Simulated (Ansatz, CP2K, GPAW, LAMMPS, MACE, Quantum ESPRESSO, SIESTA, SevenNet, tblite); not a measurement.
## Amorphous 63SiO2-37Rb2O (mol %) (105 atoms) in CP2K

Aim: run amorphous 63SiO2-37Rb2O (mol %) (105 atoms) in CP2K and see how near its forces come to a plane-wave reference, and at what cost.

Program: CP2K 2026.2. Level of theory: the method is named at each step. Results are calculated unless marked as measured.

**1. The starting structure**

The cell holds 105 atoms: 22 Si, 26 Rb and 57 O. Its edges and angles: a = 12.074 Å, b = 12.074 Å, c = 12.074 Å, α = 90.0°, β = 90.0°, γ = 90.0°. 105 atoms (22 Si, 26 K, 57 O) placed at random at 2.46 g/cm³, melted at 5000 K for 10 ps at fixed volume with the Morse and Coulomb pair potential with partial charges (Pedone, Malavasi, Menziani, Cormack and Segre, J. Phys. Chem. B 110, 11780 (2006)). Quenched from 5000 K to 300 K at 1000 K/ps and fixed volume, held 10 ps at zero pressure, then minimised at fixed cell. Then K was replaced by Rb and the cell scaled by 1.013 (the potential has no terms for the new elements, so the cell is a start for a DFT relaxation).

The yardstick, on the same geometry:

```
method                                           : Kohn-Sham DFT, PBE, SSSP efficiency 1.3.0 pseudopotentials, plane waves (Quantum ESPRESSO 7.5); sssp-pbe-1.3.0-efficiency, cutoffs 60/480 Ry, Γ point
r.m.s. force component                           : 0.6304 eV/Å
longest force                                    : 2.243 eV/Å
pressure                                         : 5.021 GPa
gap (highest filled to lowest empty level) : 2.876 eV
time                                             : 12 min on 2 MPI ranks of Arm Neoverse V1, shared host
CPU time                                         : 24 min
```

**2. PBE, DZVP-UZH, 600/50 Ry, OT DIIS**

Method: Kohn-Sham DFT, PBE, GTH-PBE pseudopotentials, Gaussian and plane waves, DZVP-MOLOPT (UZH set), orbital transformation.

Contents of input.inp:

```
&GLOBAL
  PROJECT cell
  RUN_TYPE ENERGY_FORCE
  PRINT_LEVEL LOW
&END GLOBAL
&FORCE_EVAL
  METHOD QS
  STRESS_TENSOR ANALYTICAL
  &DFT
    BASIS_SET_FILE_NAME BASIS_MOLOPT_UZH
    POTENTIAL_FILE_NAME POTENTIAL_UZH
    &MGRID
      CUTOFF 600
      REL_CUTOFF 50
      NGRIDS 5
    &END MGRID
    &QS
      EPS_DEFAULT 1.0E-12
    &END QS
    &SCF
      SCF_GUESS ATOMIC
      EPS_SCF 1.0E-06
      MAX_SCF 30
      &OT
        MINIMIZER DIIS
        PRECONDITIONER FULL_ALL
        ENERGY_GAP 0.001
      &END OT
      &OUTER_SCF
        EPS_SCF 1.0E-06
        MAX_SCF 8
      &END OUTER_SCF
      &PRINT
        &RESTART OFF
        &END RESTART
      &END PRINT
    &END SCF
    &XC
      &XC_FUNCTIONAL PBE
      &END XC_FUNCTIONAL
    &END XC
    &PRINT
      &MULLIKEN ON
      &END MULLIKEN
      &HIRSHFELD ON
        SHAPE_FUNCTION DENSITY
      &END HIRSHFELD
      &MO_CUBES
        NHOMO 1
        NLUMO 4
        WRITE_CUBE F
      &END MO_CUBES
    &END PRINT
  &END DFT
  &SUBSYS
    &CELL
      A 12.07362 0.00000 0.00000
      B 0.00000 12.07362 0.00000
      C 0.00000 0.00000 12.07362
    &END CELL
    &COORD
      SCALED
      Si 0.06726 0.60014 0.80893
      Si 0.86785 0.73298 0.26132
      Si 0.78584 0.58331 0.47052
      Si 0.53605 0.31767 0.91874
      Si 0.33370 0.05243 0.66834
      Si 0.03017 0.63611 0.55050
      Si 0.61380 0.63325 0.67689
      Si 0.02831 0.19770 0.42437
      Si 0.23605 0.11488 0.26815
      Si 0.49035 0.12833 0.35591
      Si 0.57812 0.92966 0.93462
      Si 0.43272 0.82008 0.74512
      Si 0.82714 0.69351 0.82426
      Si 0.91317 0.85654 0.62733
      Si 0.71571 0.74222 0.05352
      Si 0.05515 0.20413 0.89001
      Si 0.63490 0.48698 0.07969
      Si 0.23204 0.78308 0.88118
      Si 0.29969 0.25483 0.81885
      Si 0.58429 0.12537 0.09767
      Si 0.23118 0.59322 0.37008
      Si 0.06773 0.06648 0.65558
      Rb 0.63768 0.82344 0.44380
      Rb 0.95707 0.49308 0.03561
      Rb 0.74863 0.25508 0.49832
      Rb 0.28056 0.06664 0.00857
      Rb 0.88716 0.24346 0.11860
      Rb 0.12034 0.88751 0.40312
      Rb 0.98682 0.02581 0.18136
      Rb 0.50013 0.31528 0.62481
      Rb 0.13543 0.75638 0.17169
      Rb 0.78824 0.15378 0.89425
      Rb 0.37715 0.36643 0.25733
      Rb 0.70771 0.30852 0.27262
      Rb 0.37204 0.54041 0.88049
      Rb 0.28734 0.29778 0.48944
      Rb 0.31055 0.53339 0.65046
      Rb 0.05991 0.36595 0.67354
      Rb 0.36101 0.90290 0.43802
      Rb 0.98498 0.91555 0.90721
      Rb 0.98407 0.45971 0.31316
      Rb 0.19421 0.40020 0.06664
      Rb 0.77994 0.00285 0.33883
      Rb 0.62346 0.01845 0.62963
      Rb 0.39196 0.87259 0.13974
      Rb 0.38638 0.62116 0.15612
      Rb 0.78454 0.41796 0.84444
      Rb 0.53380 0.47066 0.41215
      O 0.11734 0.61251 0.45297
      O 0.71300 0.10619 0.11221
      O 0.96954 0.30464 0.89135
      O 0.48270 0.87064 0.85881
      O 0.68860 0.62890 0.55964
      O 0.27589 0.32126 0.70943
      O 0.93848 0.83808 0.29416
      O 0.21473 0.91040 0.87399
[... 45 atom lines left out ...]
      O 0.12981 0.13608 0.35391
      O 0.07814 0.59532 0.67171
      O 0.02057 0.12706 0.54348
      O 0.53622 0.53082 0.68744
    &END COORD
    &KIND Si
      BASIS_SET DZVP-MOLOPT-PBE-GTH-q4
      POTENTIAL GTH-PBE-q4
    &END KIND
    &KIND Rb
      BASIS_SET DZVP-MOLOPT-PBE-GTH-q9
      POTENTIAL GTH-PBE-q9
    &END KIND
    &KIND O
      BASIS_SET DZVP-MOLOPT-PBE-GTH-q6
      POTENTIAL GTH-PBE-q6
    &END KIND
  &END SUBSYS
  &PRINT
    &FORCES ON
    &END FORCES
    &STRESS_TENSOR ON
    &END STRESS_TENSOR
  &END PRINT
&END FORCE_EVAL
```

On the command line:

```sh
> OMP_NUM_THREADS=2 cp2k.psmp -i input.inp > output.txt
```

Numbers of over 12 decimals in the logs are rounded to 6 here.

Log:

```text
CP2K| version string:                                       CP2K version 2026.2
 CP2K| Input file name                                                 input.inp
 GLOBAL| Basis set file name                                    BASIS_MOLOPT_UZH
 GLOBAL| Potential file name                                       POTENTIAL_UZH
 GLOBAL| Run type                                                   ENERGY_FORCE
 GLOBAL| Total number of message passing processes                             1
 GLOBAL| Number of threads for this process                                    2
 TOTAL NUMBERS AND MAXIMUM NUMBERS
  Total number of            - Atomic kinds:                                   3
                             - Atoms:                                        105
                             - Shell sets:                                   105
                             - Shells:                                       551
                             - Primitive Cartesian functions:                555
                             - Cartesian basis functions:                   1496
                             - Spherical basis functions:                   1391
  Maximum angular momentum of- Orbital basis functions:                        2
                             - Local part of the GTH pseudopotential:          2
                             - Non-local part of the GTH pseudopotential:      3
 SCF PARAMETERS         Density guess:                                    ATOMIC
                        max_scf:                                              30
                        eps_scf:                                        1.00E-06
                        Outer loop SCF in use
                        eps_scf                                         1.00E-06
                        max_scf                                                8
 Extrapolation method: initial_guess
 Number of electrons:                                                        664
[... lines left out ...]
  Step     Update method      Time    Convergence         Total energy    Change
[... lines left out ...]
  Total energy:                                             -1630.849042
[... lines left out ...]
                                         using   7 DIIS vectors
                                         safer DIIS on
  Preconditioner : FULL_ALL            : diagonalization, state selective
  Precond_solver : DEFAULT
  stepsize       :    0.15000000                  energy_gap     :    0.00100000
  eps_taylor     :   0.10000E-15                  max_taylor     :             4
  ----------------------------------- OT ---------------------------------------
  Step     Update method      Time    Convergence         Total energy    Change
[...]
4 OT DIIS     0.15E+00   19.3     0.00000216     -1630.8515552604 -2.60E-05
     5 OT DIIS     0.15E+00   19.3     0.00000080     -1630.8515553429 -8.24E-08
  *** SCF run converged in     5 steps ***
  Electronic density on regular grids:       -664.0000000000        0.0000000000
  Core density on regular grids:              663.9999999995       -0.0000000005
  Total charge density on r-space grids:       -0.0000000005
  Total charge density g-space grids:          -0.0000000005
  Overlap energy of the core charge distribution:               9.66546e-07
  Self energy of the core charge distribution:              -3815.532311
  Core Hamiltonian energy:                                   1011.810053
  Hartree energy:                                            1504.189878
  Exchange-correlation energy:                               -331.319176
  Total energy:                                             -1630.851555
  outer SCF iter =    2 RMS gradient =   0.80E-06 energy =      -1630.8515553429
  outer SCF loop converged in   2 iterations or   35 steps
 !-----------------------------------------------------------------------------!
                     Mulliken Population Analysis
 #  Atom  Element  Kind  Atomic population                           Net charge
       1     Si       1          2.980766                              1.019234
       2     Si       1          2.981802                              1.018198
       3     Si       1          2.963328                              1.036672
[...]
104     O        3          6.623502                             -0.623502
     105     O        3          6.783875                             -0.783875
 # Total charge                            664.000000                  0.000000
 !-----------------------------------------------------------------------------!
 !-----------------------------------------------------------------------------!
                           Hirshfeld Charges
  #Atom  Element  Kind  Ref Charge     Population                    Net charge
      1       Si     1       4.000          3.554                         0.446
      2       Si     1       4.000          3.602                         0.398
      3       Si     1       4.000          3.538                         0.462
[...]
104       O      3       6.000          6.275                        -0.275
    105       O      3       6.000          6.425                        -0.425
  Total Charge                                                            0.000
 !-----------------------------------------------------------------------------!
  Eigenvalues of the occupied subspace spin            1
      -0.85356408     -0.82908013     -0.82823192     -0.82701861
      -0.82576452     -0.81835483     -0.81604427     -0.81451076
      -0.81225086     -0.81186197     -0.81060936     -0.80904083
[...]
0.13949060      0.14188219      0.14478173      0.15042179
 Fermi Energy [eV] :    4.093185
  Using OT eigensolver for additional unoccupied orbitals spin            1
  Lowest Eigenvalues of the unoccupied subspace spin            1
 OT| Eigensolver reached convergence in 261 iterations
       0.25362533      0.27648431      0.29179978      0.30254153
 HOMO - LUMO gap [eV] :    2.808311
 ENERGY| Total FORCE_EVAL ( QS ) energy [hartree]          -1630.851555
 FORCES| Atomic forces [hartree/bohr]
 FORCES|   Atom     x               y               z               |f|
 FORCES|      1  5.20261025E-03  3.47426121E-02 -4.57451537E-03   3.54265781E-02
 FORCES|      2  1.88887521E-02 -2.93424669E-02 -1.03422718E-02   3.63968118E-02
 FORCES|      3  1.62087717E-02  1.87975031E-02  2.59996819E-03   2.49565670E-02
[...]
FORCES|    104 -6.92611864E-03 -1.11040252E-02  1.23977558E-02   1.80270587E-02
 FORCES|    105 -7.59901084E-03 -1.48390456E-02  1.67592518E-03   1.67556249E-02
 FORCES| Sum     4.33471658E-03  7.72869977E-03  1.23323843E-02
 FORCES| Total atomic force                                       1.51858576E-02
 STRESS| Analytical stress tensor [bar]
 STRESS|                        x                   y                   z
 STRESS|      x        3.94856250454E+04   6.48311910770E+03   5.87032436838E+03
 STRESS|      y        6.48311910770E+03   7.16174114829E+04  -1.04148439810E+04
 STRESS|      z        5.87032436838E+03  -1.04148439810E+04   5.58002000985E+04
 STRESS| 1/3 Trace                                             5.56344122089E+04
```

The job ended after 13 min (2 threads of Arm Neoverse V1, shared host; peak memory 2.4 GiB; 24 min of CPU time).

Banners, paths, timers and routine set-up lines are dropped from the logs unmarked, and long logs keep their key lines alone; longer cuts are marked.

Numbers from this run, and their distance from the reference:

```
r.m.s. force component                           : 0.6393 eV/Å
r.m.s. difference of force components            : 103.1 meV/Å
longest difference of force vectors              : 389.7 meV/Å
force difference over r.m.s. force               : 16.35 %
slope of forces against the reference's          : 1.001
correlation of force components                  : 0.9869
gap (highest filled to lowest empty level) : 2.808 eV
gap difference                                   : -0.0679 eV
pressure                                         : 5.563 GPa
pressure difference                              : 0.5421 GPa
```

Length of the force difference by element (eV/Å):

```
element  atoms   mean  most
      O     57   0.16  0.34
     Rb     26  0.090  0.23
     Si     22   0.23  0.39
```

Local excerpt of 9 atoms (numbers count through the whole input) about O55, which has 5 bonded neighbours where the commonest count for O is 3; x, y, z are measured from there.

```
atom      x      y      z  distance (Å)  bonds  Hirshfeld charge (e)     Fx     Fy  Fz (eV/Å)
 O55   0.00   0.00   0.00          0.00      5                 -0.45  -0.09   1.22       0.28
 Si2  -0.85  -1.27  -0.40          1.58      4                  0.40   0.97  -1.51      -0.53
Rb28   2.20   0.60   1.32          2.63      5                  0.37  -1.01   0.02       0.66
 O62  -2.04  -0.79  -1.48          2.64      2                 -0.28  -0.86   1.04       0.20
 O67  -0.01  -2.38  -1.14          2.64      4                 -0.47   0.52  -0.52      -0.52
Rb29   0.58   2.27  -1.36          2.71      5                  0.41   0.69  -0.46      -0.02
 O59  -1.63  -1.97   0.92          2.72      3                 -0.28  -1.03   0.39       0.50
Rb43  -1.91   1.99   0.54          2.81      5                  0.38  -0.01   0.25      -0.25
Rb31   2.38  -0.99  -1.48          2.97      6                  0.37  -0.59  -0.28      -0.41
```

Forces lie 16 % from the reference's, at 1.0 times its CPU time.

The forces add up to 0.78 eV/Å instead of zero, usually a sign of too coarse a grid.

Further runs of this program without a result: CP2K PBE, DZVP-MOLOPT-SR, 600/50 Ry, SIGN filter 1e-03, SCF 1e-04 (ended with an error or stopped unconverged).

**3. Summary of results**

```json
{
  "force difference from the reference": "CP2K PBE, DZVP-UZH, 600/50 Ry, OT DIIS, 16 %",
  "its CPU time": "24 min"
}
```

In words: The PBE run in local orbitals differs by 16 % (CP2K PBE, DZVP-UZH, 600/50 Ry, OT DIIS); basis, grid and potentials can all enter. At the same functional, the gap of CP2K PBE, DZVP-UZH, 600/50 Ry, OT DIIS lies 0.07 eV below the reference's 2.88 eV. The reference's pressure holds the uncorrected Pulay stress of its 60 Ry basis, so small pressure differences, and their order, may be the reference's own error. The quench rate of 1000 K/ps is many orders above laboratory rates, so the cell is likely richer in defects and strain than a real sample. The network of bonds at the start is that of the classical potential that made the cell, and needn't be the one that DFT or experiment would give. The reference's stress is far from hydrostatic: its diagonal is 3.4, 6.7, 5.0 GPa, compression counted positive. The reference's pressure of 5.0 GPa belongs to a cell and atoms that aren't relaxed at this level. The electronic-structure runs sample only Γ, in a cell whose shortest periodic width is 12 Å.

[Also dropped from logs without a mark: logging warnings of Python, and SIESTA's first energy breakdown and zero terms.]

[Logs are printed without paths, hosts, clocks, repeated set-up lines and the standing remarks that a program may print on its own settings, such as how far it seeks lower states.]

[Hosts, paths, dates, database ids (printed as entryN), source tags and the programs' standing remarks are cut or masked in the printed files.]
